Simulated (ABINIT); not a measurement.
# Beyond one shot: MgO (Fm-3m)

Aim: iterate the self-energy on MgO (Fm-3m) and follow the gap from cycle to cycle.

Method: PBEsol and many-body steps on it, plane waves, in ABINIT 10.8.3.

**Experimental background.**

- Gap 7.83 eV: literature experimental gap; bulk crystal (quoted in “Electronic structure of alkaline earth and post-transition metal oxides”, 2009, arxiv:0908.1581).

- Gap 7.83 eV: direct gap at Gamma, low temperature; bulk crystal (literature value) (quoted in “The Band-Gap Studies of Short-Period CdO/MgO Superlattices”, 2021, pmc:8035356).

Report form: the programs' logs are mostly left out.

## (1) The starting structure

It takes space group Fm-3m (No. 225, cubic). Conventional cell: a = 4.194 Å, b = 4.194 Å, c = 4.194 Å, α = 90.00°, β = 90.00°, γ = 90.00°. Nearest to Mg lie 6 O at 2.10 Å. Nearest to O lie 6 Mg at 2.10 Å. Farther neighbours and most contacts between anions are not listed.

The cell and positions are those that the Materials Project relaxed with its own functionals (PBE, PBE+U or r2SCAN), kept fixed.

## (2) Empty states on the mesh, 6×6×6 mesh, 85 bands

This step: ABINIT 10.8.3; DFT, PBEsol, plane waves, norm-conserving pseudopotentials.

The sums over transitions need many empty states on a uniform mesh; this step solves for them.

File run.abi:

```
acell 3*1.0 Angstrom
rprim 
  -0.000000000000 2.097001392700 2.097001392700
  2.097001392700 -0.000000000000 2.097001392700
  2.097001392700 2.097001392700 -0.000000000000
ntypat 2
znucl 12 8
natom 2
typat 1 2
xred 
  0.000000000000 0.000000000000 0.000000000000
  0.500000000000 0.500000000000 0.500000000000
pp_dirpath "pseudos"
pseudos "Mg.upf, O.upf"
ecut 38
ngkpt 6 6 6
nshiftk 1
shiftk 0 0 0
kptopt 1
chksymbreak 0
irdden 1
istwfk *1
nband 85
prtvol 0
optdriver 6
gwr_task "HDIAGO"
paral_kgb 0
occopt 1
indata_prefix "in"
outdata_prefix "out"
tmpdata_prefix "tmp"
```

Launch:

```
$ OMP_NUM_THREADS=1 mpirun -n 4 abinit run.abi > log
```

Run time: 9.8 s. Hardware: 4 MPI ranks of Arm Neoverse V2, shared host; peak memory 0.69 GiB.

This step gave:

```yaml
gap: 4.791 eV
k_of_the_valence_top: 0, 0, 0
k_of_the_conduction_bottom: 0, 0, 0
least_direct_gap: 4.791 eV
k_points_computed: 16
lowest_point_of_the_top_converged_band_above_the_valence_top: 126.9656 eV
```

On this mesh the gap is 4.791 eV.

The density comes from a self-consistent run that is not shown.

## (3) Screening, 6×6×6 mesh, 77 bands, screening to 264 eV

The RPA dielectric matrix is built and inverted for each q.

This step: RPA screening on PBEsol, plane waves, norm-conserving pseudopotentials.

Changes to run.abi since step 2:

```diff
@@ -20,10 +20,11 @@
 chksymbreak 0
-irdden 1
 istwfk *1
-nband 85
-prtvol 0
-optdriver 6
-gwr_task "HDIAGO"
-paral_kgb 0
 occopt 1
+irdwfk 1
+optdriver 3
+nband 77
+ecuteps 9.7
+inclvkb 2
+awtr 1
+symchi 1
 indata_prefix "in"
```

It took 46 s on 4 MPI ranks; peak memory 0.7 GiB.

This step gave:

```yaml
eps_infinity_with_local_fields_on_this_mesh_along_the_program_s_q_direction: 3.074
the_same_without_local_fields: 3.298
plasma_frequency: 34.59 eV
plane_waves_in_the_screening_matrix: 169
```

Local fields lower ε∞ by 7 %.

## (4) G0W0

The self-energy is evaluated for the states that the input lists, and the levels follow from it, in one-shot runs by the linearised quasiparticle equation.

This step: G0W0 on PBEsol, plane waves, norm-conserving pseudopotentials.

Changes to run.abi since step 3:

```diff
@@ -23,8 +23,19 @@
 irdwfk 1
-optdriver 3
+optdriver 4
 nband 77
+gwcalctyp 0
+ecutsigx 38
+symsigma 1
+nkptgw 3
+kptgw 
+  0.0000000000 0.0000000000 0.0000000000
+  0.5000000000 0.0000000000 0.0000000000
+  0.5000000000 0.5000000000 0.0000000000
+bdgw 
+  6 12
+  7 10
+  7 10
 ecuteps 9.7
-inclvkb 2
-awtr 1
-symchi 1
+irdscr 1
+ppmodel 1
 indata_prefix "in"
```

Run time: 11 s. Hardware: 4 MPI ranks; peak memory 0.76 GiB.

Numbers from this step:

```
G0W0 gap on the points computed              : 7.291 eV
starting gap on the mesh                     : 4.791 eV
k of the valence top                         : 0, 0, 0
k of the conduction bottom                   : 0, 0, 0
Z at the valence top                         : 0.807
Z at the conduction bottom                   : 0.853
least direct G0W0 gap on the computed points : 7.291 eV
```

The gap on the mesh goes from 4.79 eV to 7.29 eV, a correction of +2.50 eV.

## (5) QSGW, cycle 1

This step: QSGW on PBEsol, plane waves, norm-conserving pseudopotentials.

Changes to run.abi since step 4:

```diff
@@ -25,14 +25,40 @@
 nband 77
-gwcalctyp 0
+gwcalctyp 28
 ecutsigx 38
-symsigma 1
-nkptgw 3
+symsigma 0
+nkptgw 16
 kptgw 
   0.0000000000 0.0000000000 0.0000000000
+  0.1666666667 0.0000000000 0.0000000000
+  0.3333333333 0.0000000000 0.0000000000
   0.5000000000 0.0000000000 0.0000000000
+  0.1666666667 0.1666666667 0.0000000000
+  0.3333333333 0.1666666667 0.0000000000
+  0.5000000000 0.1666666667 0.0000000000
+  -0.3333333333 0.1666666667 0.0000000000
+  -0.1666666667 0.1666666667 0.0000000000
+  0.3333333333 0.3333333333 0.0000000000
+  0.5000000000 0.3333333333 0.0000000000
+  -0.3333333333 0.3333333333 0.0000000000
   0.5000000000 0.5000000000 0.0000000000
+  0.5000000000 0.3333333333 0.1666666667
+  -0.3333333333 0.3333333333 0.1666666667
+  -0.3333333333 0.5000000000 0.1666666667
 bdgw 
-  6 12
-  7 10
-  7 10
+  1 15
+  1 15
+  1 15
+  1 15
+  1 15
+  1 15
+  1 15
+  1 15
+  1 15
+  1 15
+  1 15
+  1 15
+  1 15
+  1 15
+  1 15
+  1 15
 ecuteps 9.7
@@ -40,2 +66,3 @@
 ppmodel 1
+rhoqpmix 0.3
 indata_prefix "in"
```

Elapsed: 7.7 min, on 4 MPI ranks; peak memory 1.1 GiB.

Numbers from this step:

```yaml
quasiparticle_gap_on_the_mesh: 7.823 eV
gap_of_the_density_functional_on_the_mesh: 4.791 eV
k_of_the_valence_top: 0, 0, 0
k_of_the_conduction_bottom: 0, 0, 0
z_at_the_valence_top: 1
z_at_the_conduction_bottom: 1
least_direct_quasiparticle_gap_on_the_computed_points: 7.823 eV
```

Against G0W0 in ABINIT (6×6×6 mesh, 77 bands, screening to 264 eV, Godby-Needs plasmon pole), the gap moves by +0.532 eV.

## (6) Screening, 6×6×6 mesh, 77 bands, screening to 264 eV

This step: RPA screening on PBEsol, plane waves, norm-conserving pseudopotentials.

File run.abi:

```
acell 3*1.0 Angstrom
rprim 
  -0.000000000000 2.097001392700 2.097001392700
  2.097001392700 -0.000000000000 2.097001392700
  2.097001392700 2.097001392700 -0.000000000000
ntypat 2
znucl 12 8
natom 2
typat 1 2
xred 
  0.000000000000 0.000000000000 0.000000000000
  0.500000000000 0.500000000000 0.500000000000
pp_dirpath "pseudos"
pseudos "Mg.upf, O.upf"
ecut 38
ngkpt 6 6 6
nshiftk 1
shiftk 0 0 0
kptopt 1
chksymbreak 0
istwfk *1
occopt 1
irdwfk 1
optdriver 3
nband 77
ecuteps 9.7
inclvkb 2
awtr 1
symchi 1
gwcalctyp 28
mbpt_sciss 3.534 eV
nqptdm 1
qptdm 
  0 0 0
indata_prefix "in"
outdata_prefix "out"
tmpdata_prefix "tmp"
```

It took 3.1 s on 4 MPI ranks; peak memory 0.28 GiB.

This step gave:

- ε∞ with local fields, on this mesh, along the program's q direction: 2.611
- the same without local fields: 2.764
- plasma frequency: 34.59 eV
- plane waves in the screening matrix: 169

This screening uses the functional's bands under a rigid shift, the mean opening of the cycle before.

## (7) Screening, 6×6×6 mesh, 77 bands, screening to 264 eV

This step: RPA screening on PBEsol from quasiparticle energies and orbitals, plane waves, norm-conserving pseudopotentials.

Changes to run.abi since step 6:

```diff
@@ -29,7 +29,21 @@
 symchi 1
+irdqps 1
 gwcalctyp 28
-mbpt_sciss 3.534 eV
-nqptdm 1
+nqptdm 15
 qptdm 
-  0 0 0
+  0.1666666667 0.0000000000 0.0000000000
+  0.3333333333 0.0000000000 0.0000000000
+  0.5000000000 0.0000000000 0.0000000000
+  0.1666666667 0.1666666667 0.0000000000
+  0.3333333333 0.1666666667 0.0000000000
+  0.5000000000 0.1666666667 0.0000000000
+  -0.3333333333 0.1666666667 0.0000000000
+  -0.1666666667 0.1666666667 0.0000000000
+  0.3333333333 0.3333333333 0.0000000000
+  0.5000000000 0.3333333333 0.0000000000
+  -0.3333333333 0.3333333333 0.0000000000
+  0.5000000000 0.5000000000 0.0000000000
+  0.5000000000 0.3333333333 0.1666666667
+  -0.3333333333 0.3333333333 0.1666666667
+  -0.3333333333 0.5000000000 0.1666666667
 indata_prefix "in"
```

File mrgscr.stdin:

```
2
merged
q0_SCR
out_SCR
1
```

Launch:

```
$ OMP_NUM_THREADS=1 mpirun -n 4 abinit run.abi > log; mrgscr < mrgscr.stdin
```

Run time: 44 s. Hardware: 4 MPI ranks; peak memory 0.69 GiB; 3 min of CPU time.

This step gave:

- plasma frequency: 34.59 eV
- plane waves in the screening matrix: 169

This screening reads the quasiparticle levels of the cycle before.

## (8) QSGW, cycle 2

The corrected levels of the last cycle go back in.

This step: QSGW on PBEsol, plane waves, norm-conserving pseudopotentials.

Changes to run.abi since step 7:

```diff
@@ -23,12 +23,10 @@
 irdwfk 1
-optdriver 3
+optdriver 4
 nband 77
-ecuteps 9.7
-inclvkb 2
-awtr 1
-symchi 1
-irdqps 1
 gwcalctyp 28
-nqptdm 15
-qptdm 
+ecutsigx 38
+symsigma 0
+nkptgw 16
+kptgw 
+  0.0000000000 0.0000000000 0.0000000000
   0.1666666667 0.0000000000 0.0000000000
@@ -48,2 +46,24 @@
   -0.3333333333 0.5000000000 0.1666666667
+bdgw 
+  1 15
+  1 15
+  1 15
+  1 15
+  1 15
+  1 15
+  1 15
+  1 15
+  1 15
+  1 15
+  1 15
+  1 15
+  1 15
+  1 15
+  1 15
+  1 15
+ecuteps 9.7
+irdscr 1
+ppmodel 1
+irdqps 1
+rhoqpmix 0.3
 indata_prefix "in"
```

Launch:

```
$ OMP_NUM_THREADS=1 mpirun -n 4 abinit run.abi > log
```

It took 7.7 min on 4 MPI ranks; peak memory 1.1 GiB; 31 min of CPU time.

This step gave:

- quasiparticle gap on the mesh: 8.409 eV
- gap of the density functional on the mesh: 4.791 eV
- k of the valence top: 0, 0, 0
- k of the conduction bottom: 0, 0, 0
- least direct quasiparticle gap on the computed points: 8.409 eV

Against the cycle before, the gap moves by +0.586 eV.

## (9) Screening, 6×6×6 mesh, 77 bands, screening to 264 eV

This step: RPA screening on PBEsol, plane waves, norm-conserving pseudopotentials.

File run.abi:

```
acell 3*1.0 Angstrom
rprim 
  -0.000000000000 2.097001392700 2.097001392700
  2.097001392700 -0.000000000000 2.097001392700
  2.097001392700 2.097001392700 -0.000000000000
ntypat 2
znucl 12 8
natom 2
typat 1 2
xred 
  0.000000000000 0.000000000000 0.000000000000
  0.500000000000 0.500000000000 0.500000000000
pp_dirpath "pseudos"
pseudos "Mg.upf, O.upf"
ecut 38
ngkpt 6 6 6
nshiftk 1
shiftk 0 0 0
kptopt 1
chksymbreak 0
istwfk *1
occopt 1
irdwfk 1
optdriver 3
nband 77
ecuteps 9.7
inclvkb 2
awtr 1
symchi 1
gwcalctyp 28
mbpt_sciss 4.145 eV
nqptdm 1
qptdm 
  0 0 0
indata_prefix "in"
outdata_prefix "out"
tmpdata_prefix "tmp"
```

Elapsed: 3.1 s, on 4 MPI ranks; peak memory 0.27 GiB; 12 s of CPU time.

This step gave:

* ε∞ with local fields, on this mesh, along the program's q direction: 2.554
* the same without local fields: 2.698
* plasma frequency: 34.59 eV
* plane waves in the screening matrix: 169

This screening uses the functional's bands under a rigid shift, the mean opening of the cycle before.

## (10) Screening, 6×6×6 mesh, 77 bands, screening to 264 eV

This step: RPA screening on PBEsol from quasiparticle energies and orbitals, plane waves, norm-conserving pseudopotentials.

Changes to run.abi since step 9:

```diff
@@ -29,7 +29,21 @@
 symchi 1
+irdqps 1
 gwcalctyp 28
-mbpt_sciss 4.145 eV
-nqptdm 1
+nqptdm 15
 qptdm 
-  0 0 0
+  0.1666666667 0.0000000000 0.0000000000
+  0.3333333333 0.0000000000 0.0000000000
+  0.5000000000 0.0000000000 0.0000000000
+  0.1666666667 0.1666666667 0.0000000000
+  0.3333333333 0.1666666667 0.0000000000
+  0.5000000000 0.1666666667 0.0000000000
+  -0.3333333333 0.1666666667 0.0000000000
+  -0.1666666667 0.1666666667 0.0000000000
+  0.3333333333 0.3333333333 0.0000000000
+  0.5000000000 0.3333333333 0.0000000000
+  -0.3333333333 0.3333333333 0.0000000000
+  0.5000000000 0.5000000000 0.0000000000
+  0.5000000000 0.3333333333 0.1666666667
+  -0.3333333333 0.3333333333 0.1666666667
+  -0.3333333333 0.5000000000 0.1666666667
 indata_prefix "in"
```

mrgscr.stdin is that of step 7.

Launch:

```
$ OMP_NUM_THREADS=1 mpirun -n 4 abinit run.abi > log; mrgscr < mrgscr.stdin
```

Wall time 45 s (4 MPI ranks); peak memory 0.69 GiB.

Numbers from this step:

```
plasma frequency                    : 34.59 eV
plane waves in the screening matrix : 169
```

This screening reads the quasiparticle levels of the cycle before.

## (11) QSGW, cycle 3

This step: QSGW on PBEsol, plane waves, norm-conserving pseudopotentials.

Changes to run.abi since step 10:

```diff
@@ -23,12 +23,10 @@
 irdwfk 1
-optdriver 3
+optdriver 4
 nband 77
-ecuteps 9.7
-inclvkb 2
-awtr 1
-symchi 1
-irdqps 1
 gwcalctyp 28
-nqptdm 15
-qptdm 
+ecutsigx 38
+symsigma 0
+nkptgw 16
+kptgw 
+  0.0000000000 0.0000000000 0.0000000000
   0.1666666667 0.0000000000 0.0000000000
@@ -48,2 +46,24 @@
   -0.3333333333 0.5000000000 0.1666666667
+bdgw 
+  1 15
+  1 15
+  1 15
+  1 15
+  1 15
+  1 15
+  1 15
+  1 15
+  1 15
+  1 15
+  1 15
+  1 15
+  1 15
+  1 15
+  1 15
+  1 15
+ecuteps 9.7
+irdscr 1
+ppmodel 1
+irdqps 1
+rhoqpmix 0.3
 indata_prefix "in"
```

Launch:

```
$ OMP_NUM_THREADS=1 mpirun -n 4 abinit run.abi > log
```

It took 7.8 min on 4 MPI ranks; peak memory 1.1 GiB; 31 min of CPU time.

Numbers from this step:

```yaml
quasiparticle_gap_on_the_mesh: 8.64 eV
gap_of_the_density_functional_on_the_mesh: 4.791 eV
k_of_the_valence_top: 0, 0, 0
k_of_the_conduction_bottom: 0, 0, 0
least_direct_quasiparticle_gap_on_the_computed_points: 8.64 eV
```

Against the cycle before, the gap moves by +0.231 eV.

## (12) Screening, 6×6×6 mesh, 77 bands, screening to 264 eV

This step: RPA screening on PBEsol, plane waves, norm-conserving pseudopotentials.

File run.abi:

```
acell 3*1.0 Angstrom
rprim 
  -0.000000000000 2.097001392700 2.097001392700
  2.097001392700 -0.000000000000 2.097001392700
  2.097001392700 2.097001392700 -0.000000000000
ntypat 2
znucl 12 8
natom 2
typat 1 2
xred 
  0.000000000000 0.000000000000 0.000000000000
  0.500000000000 0.500000000000 0.500000000000
pp_dirpath "pseudos"
pseudos "Mg.upf, O.upf"
ecut 38
ngkpt 6 6 6
nshiftk 1
shiftk 0 0 0
kptopt 1
chksymbreak 0
istwfk *1
occopt 1
irdwfk 1
optdriver 3
nband 77
ecuteps 9.7
inclvkb 2
awtr 1
symchi 1
gwcalctyp 28
mbpt_sciss 4.369 eV
nqptdm 1
qptdm 
  0 0 0
indata_prefix "in"
outdata_prefix "out"
tmpdata_prefix "tmp"
```

Wall time 3.2 s (4 MPI ranks); peak memory 0.7 GiB.

Numbers from this step:

| Quantity | Value |
| --- | --- |
| ε∞ with local fields, on this mesh, along the program's q direction | 2.534 |
| the same without local fields | 2.675 |
| plasma frequency | 34.59 eV |
| plane waves in the screening matrix | 169 |

This screening uses the functional's bands under a rigid shift, the mean opening of the cycle before.

## (13) Screening, 6×6×6 mesh, 77 bands, screening to 264 eV

This step: RPA screening on PBEsol from quasiparticle energies and orbitals, plane waves, norm-conserving pseudopotentials.

Changes to run.abi since step 12:

```diff
@@ -29,7 +29,21 @@
 symchi 1
+irdqps 1
 gwcalctyp 28
-mbpt_sciss 4.369 eV
-nqptdm 1
+nqptdm 15
 qptdm 
-  0 0 0
+  0.1666666667 0.0000000000 0.0000000000
+  0.3333333333 0.0000000000 0.0000000000
+  0.5000000000 0.0000000000 0.0000000000
+  0.1666666667 0.1666666667 0.0000000000
+  0.3333333333 0.1666666667 0.0000000000
+  0.5000000000 0.1666666667 0.0000000000
+  -0.3333333333 0.1666666667 0.0000000000
+  -0.1666666667 0.1666666667 0.0000000000
+  0.3333333333 0.3333333333 0.0000000000
+  0.5000000000 0.3333333333 0.0000000000
+  -0.3333333333 0.3333333333 0.0000000000
+  0.5000000000 0.5000000000 0.0000000000
+  0.5000000000 0.3333333333 0.1666666667
+  -0.3333333333 0.3333333333 0.1666666667
+  -0.3333333333 0.5000000000 0.1666666667
 indata_prefix "in"
```

mrgscr.stdin is that of step 10.

Launch:

```
$ OMP_NUM_THREADS=1 mpirun -n 4 abinit run.abi > log; mrgscr < mrgscr.stdin
```

It took 44 s on 4 MPI ranks; peak memory 0.69 GiB.

Numbers from this step:

```
plasma frequency                    : 34.59 eV
plane waves in the screening matrix : 169
```

This screening reads the quasiparticle levels of the cycle before.

## (14) QSGW, cycle 4

This step: QSGW on PBEsol, plane waves, norm-conserving pseudopotentials.

Changes to run.abi since step 13:

```diff
@@ -23,12 +23,10 @@
 irdwfk 1
-optdriver 3
+optdriver 4
 nband 77
-ecuteps 9.7
-inclvkb 2
-awtr 1
-symchi 1
-irdqps 1
 gwcalctyp 28
-nqptdm 15
-qptdm 
+ecutsigx 38
+symsigma 0
+nkptgw 16
+kptgw 
+  0.0000000000 0.0000000000 0.0000000000
   0.1666666667 0.0000000000 0.0000000000
@@ -48,2 +46,24 @@
   -0.3333333333 0.5000000000 0.1666666667
+bdgw 
+  1 15
+  1 15
+  1 15
+  1 15
+  1 15
+  1 15
+  1 15
+  1 15
+  1 15
+  1 15
+  1 15
+  1 15
+  1 15
+  1 15
+  1 15
+  1 15
+ecuteps 9.7
+irdscr 1
+ppmodel 1
+irdqps 1
+rhoqpmix 0.3
 indata_prefix "in"
```

Launch:

```
$ OMP_NUM_THREADS=1 mpirun -n 4 abinit run.abi > log
```

Wall time 7.8 min (4 MPI ranks); peak memory 1.1 GiB.

Numbers from this step:

```yaml
quasiparticle_gap_on_the_mesh: 8.691 eV
gap_of_the_density_functional_on_the_mesh: 4.791 eV
k_of_the_valence_top: 0, 0, 0
k_of_the_conduction_bottom: 0, 0, 0
least_direct_quasiparticle_gap_on_the_computed_points: 8.691 eV
```

Against the cycle before, the gap moves by +0.051 eV.

## (15) Screening, 6×6×6 mesh, 77 bands, screening to 264 eV

This step: RPA screening on PBEsol, plane waves, norm-conserving pseudopotentials.

File run.abi:

```
acell 3*1.0 Angstrom
rprim 
  -0.000000000000 2.097001392700 2.097001392700
  2.097001392700 -0.000000000000 2.097001392700
  2.097001392700 2.097001392700 -0.000000000000
ntypat 2
znucl 12 8
natom 2
typat 1 2
xred 
  0.000000000000 0.000000000000 0.000000000000
  0.500000000000 0.500000000000 0.500000000000
pp_dirpath "pseudos"
pseudos "Mg.upf, O.upf"
ecut 38
ngkpt 6 6 6
nshiftk 1
shiftk 0 0 0
kptopt 1
chksymbreak 0
istwfk *1
occopt 1
irdwfk 1
optdriver 3
nband 77
ecuteps 9.7
inclvkb 2
awtr 1
symchi 1
gwcalctyp 28
mbpt_sciss 4.413 eV
nqptdm 1
qptdm 
  0 0 0
indata_prefix "in"
outdata_prefix "out"
tmpdata_prefix "tmp"
```

Run time: 3 s. Hardware: 4 MPI ranks; peak memory 0.27 GiB; 12 s of CPU time.

This step gave:

```yaml
eps_infinity_with_local_fields_on_this_mesh_along_the_program_s_q_direction: 2.530
the_same_without_local_fields: 2.671
plasma_frequency: 34.59 eV
plane_waves_in_the_screening_matrix: 169
```

This screening uses the functional's bands under a rigid shift, the mean opening of the cycle before.

## (16) Screening, 6×6×6 mesh, 77 bands, screening to 264 eV

This step: RPA screening on PBEsol from quasiparticle energies and orbitals, plane waves, norm-conserving pseudopotentials.

Changes to run.abi since step 15:

```diff
@@ -29,7 +29,21 @@
 symchi 1
+irdqps 1
 gwcalctyp 28
-mbpt_sciss 4.413 eV
-nqptdm 1
+nqptdm 15
 qptdm 
-  0 0 0
+  0.1666666667 0.0000000000 0.0000000000
+  0.3333333333 0.0000000000 0.0000000000
+  0.5000000000 0.0000000000 0.0000000000
+  0.1666666667 0.1666666667 0.0000000000
+  0.3333333333 0.1666666667 0.0000000000
+  0.5000000000 0.1666666667 0.0000000000
+  -0.3333333333 0.1666666667 0.0000000000
+  -0.1666666667 0.1666666667 0.0000000000
+  0.3333333333 0.3333333333 0.0000000000
+  0.5000000000 0.3333333333 0.0000000000
+  -0.3333333333 0.3333333333 0.0000000000
+  0.5000000000 0.5000000000 0.0000000000
+  0.5000000000 0.3333333333 0.1666666667
+  -0.3333333333 0.3333333333 0.1666666667
+  -0.3333333333 0.5000000000 0.1666666667
 indata_prefix "in"
```

mrgscr.stdin is that of step 13.

Launch:

```
$ OMP_NUM_THREADS=1 mpirun -n 4 abinit run.abi > log; mrgscr < mrgscr.stdin
```

Run time: 44 s. Hardware: 4 MPI ranks; peak memory 0.69 GiB; 2.9 min of CPU time.

This step gave:

```yaml
plasma_frequency: 34.59 eV
plane_waves_in_the_screening_matrix: 169
```

This screening reads the quasiparticle levels of the cycle before.

## (17) QSGW, cycle 5

This step: QSGW on PBEsol, plane waves, norm-conserving pseudopotentials.

Changes to run.abi since step 16:

```diff
@@ -23,12 +23,10 @@
 irdwfk 1
-optdriver 3
+optdriver 4
 nband 77
-ecuteps 9.7
-inclvkb 2
-awtr 1
-symchi 1
-irdqps 1
 gwcalctyp 28
-nqptdm 15
-qptdm 
+ecutsigx 38
+symsigma 0
+nkptgw 16
+kptgw 
+  0.0000000000 0.0000000000 0.0000000000
   0.1666666667 0.0000000000 0.0000000000
@@ -48,2 +46,24 @@
   -0.3333333333 0.5000000000 0.1666666667
+bdgw 
+  1 15
+  1 15
+  1 15
+  1 15
+  1 15
+  1 15
+  1 15
+  1 15
+  1 15
+  1 15
+  1 15
+  1 15
+  1 15
+  1 15
+  1 15
+  1 15
+ecuteps 9.7
+irdscr 1
+ppmodel 1
+irdqps 1
+rhoqpmix 0.3
 indata_prefix "in"
```

Launch:

```
$ OMP_NUM_THREADS=1 mpirun -n 4 abinit run.abi > log
```

Elapsed: 7.7 min, on 4 MPI ranks; peak memory 1.1 GiB.

This step gave:

* quasiparticle gap on the mesh: 8.663 eV
* gap of the density functional on the mesh: 4.791 eV
* k of the valence top: 0, 0, 0
* k of the conduction bottom: 0, 0, 0
* least direct quasiparticle gap on the computed points: 8.663 eV

Against the cycle before, the gap moves by −0.028 eV.

[end of part 1 of 2]

[Paths, hosts, dates, memory and timing lines, banners, echoed tables and standing remarks are left out of the program output.]

[Logs are printed without paths, hosts, clocks, repeated set-up lines and the standing remarks that a program may print on its own settings, such as how far it seeks lower states.]

[Runs of the session that timed out or met a known fault of the program may be left out.]

[No measured gap is set beside runs whose start may be inverted or whose files or cutoffs have a known fault.]

[Loops that did not settle are left out.]

[Hosts, paths, dates, database ids (printed as entryN), source tags and the programs' standing remarks are cut or masked in the printed files.]

[G0W0 gaps are taken among the corrected bands and points alone; a level outside them can change the order at an edge.]

[Where Ansatz stands beside ABINIT at settings called matched, ABINIT's density can come from a denser mesh and the files from another edition; pairs whose starting gaps differed by over 0.03 eV were left out, so agreement reads better than it is.]
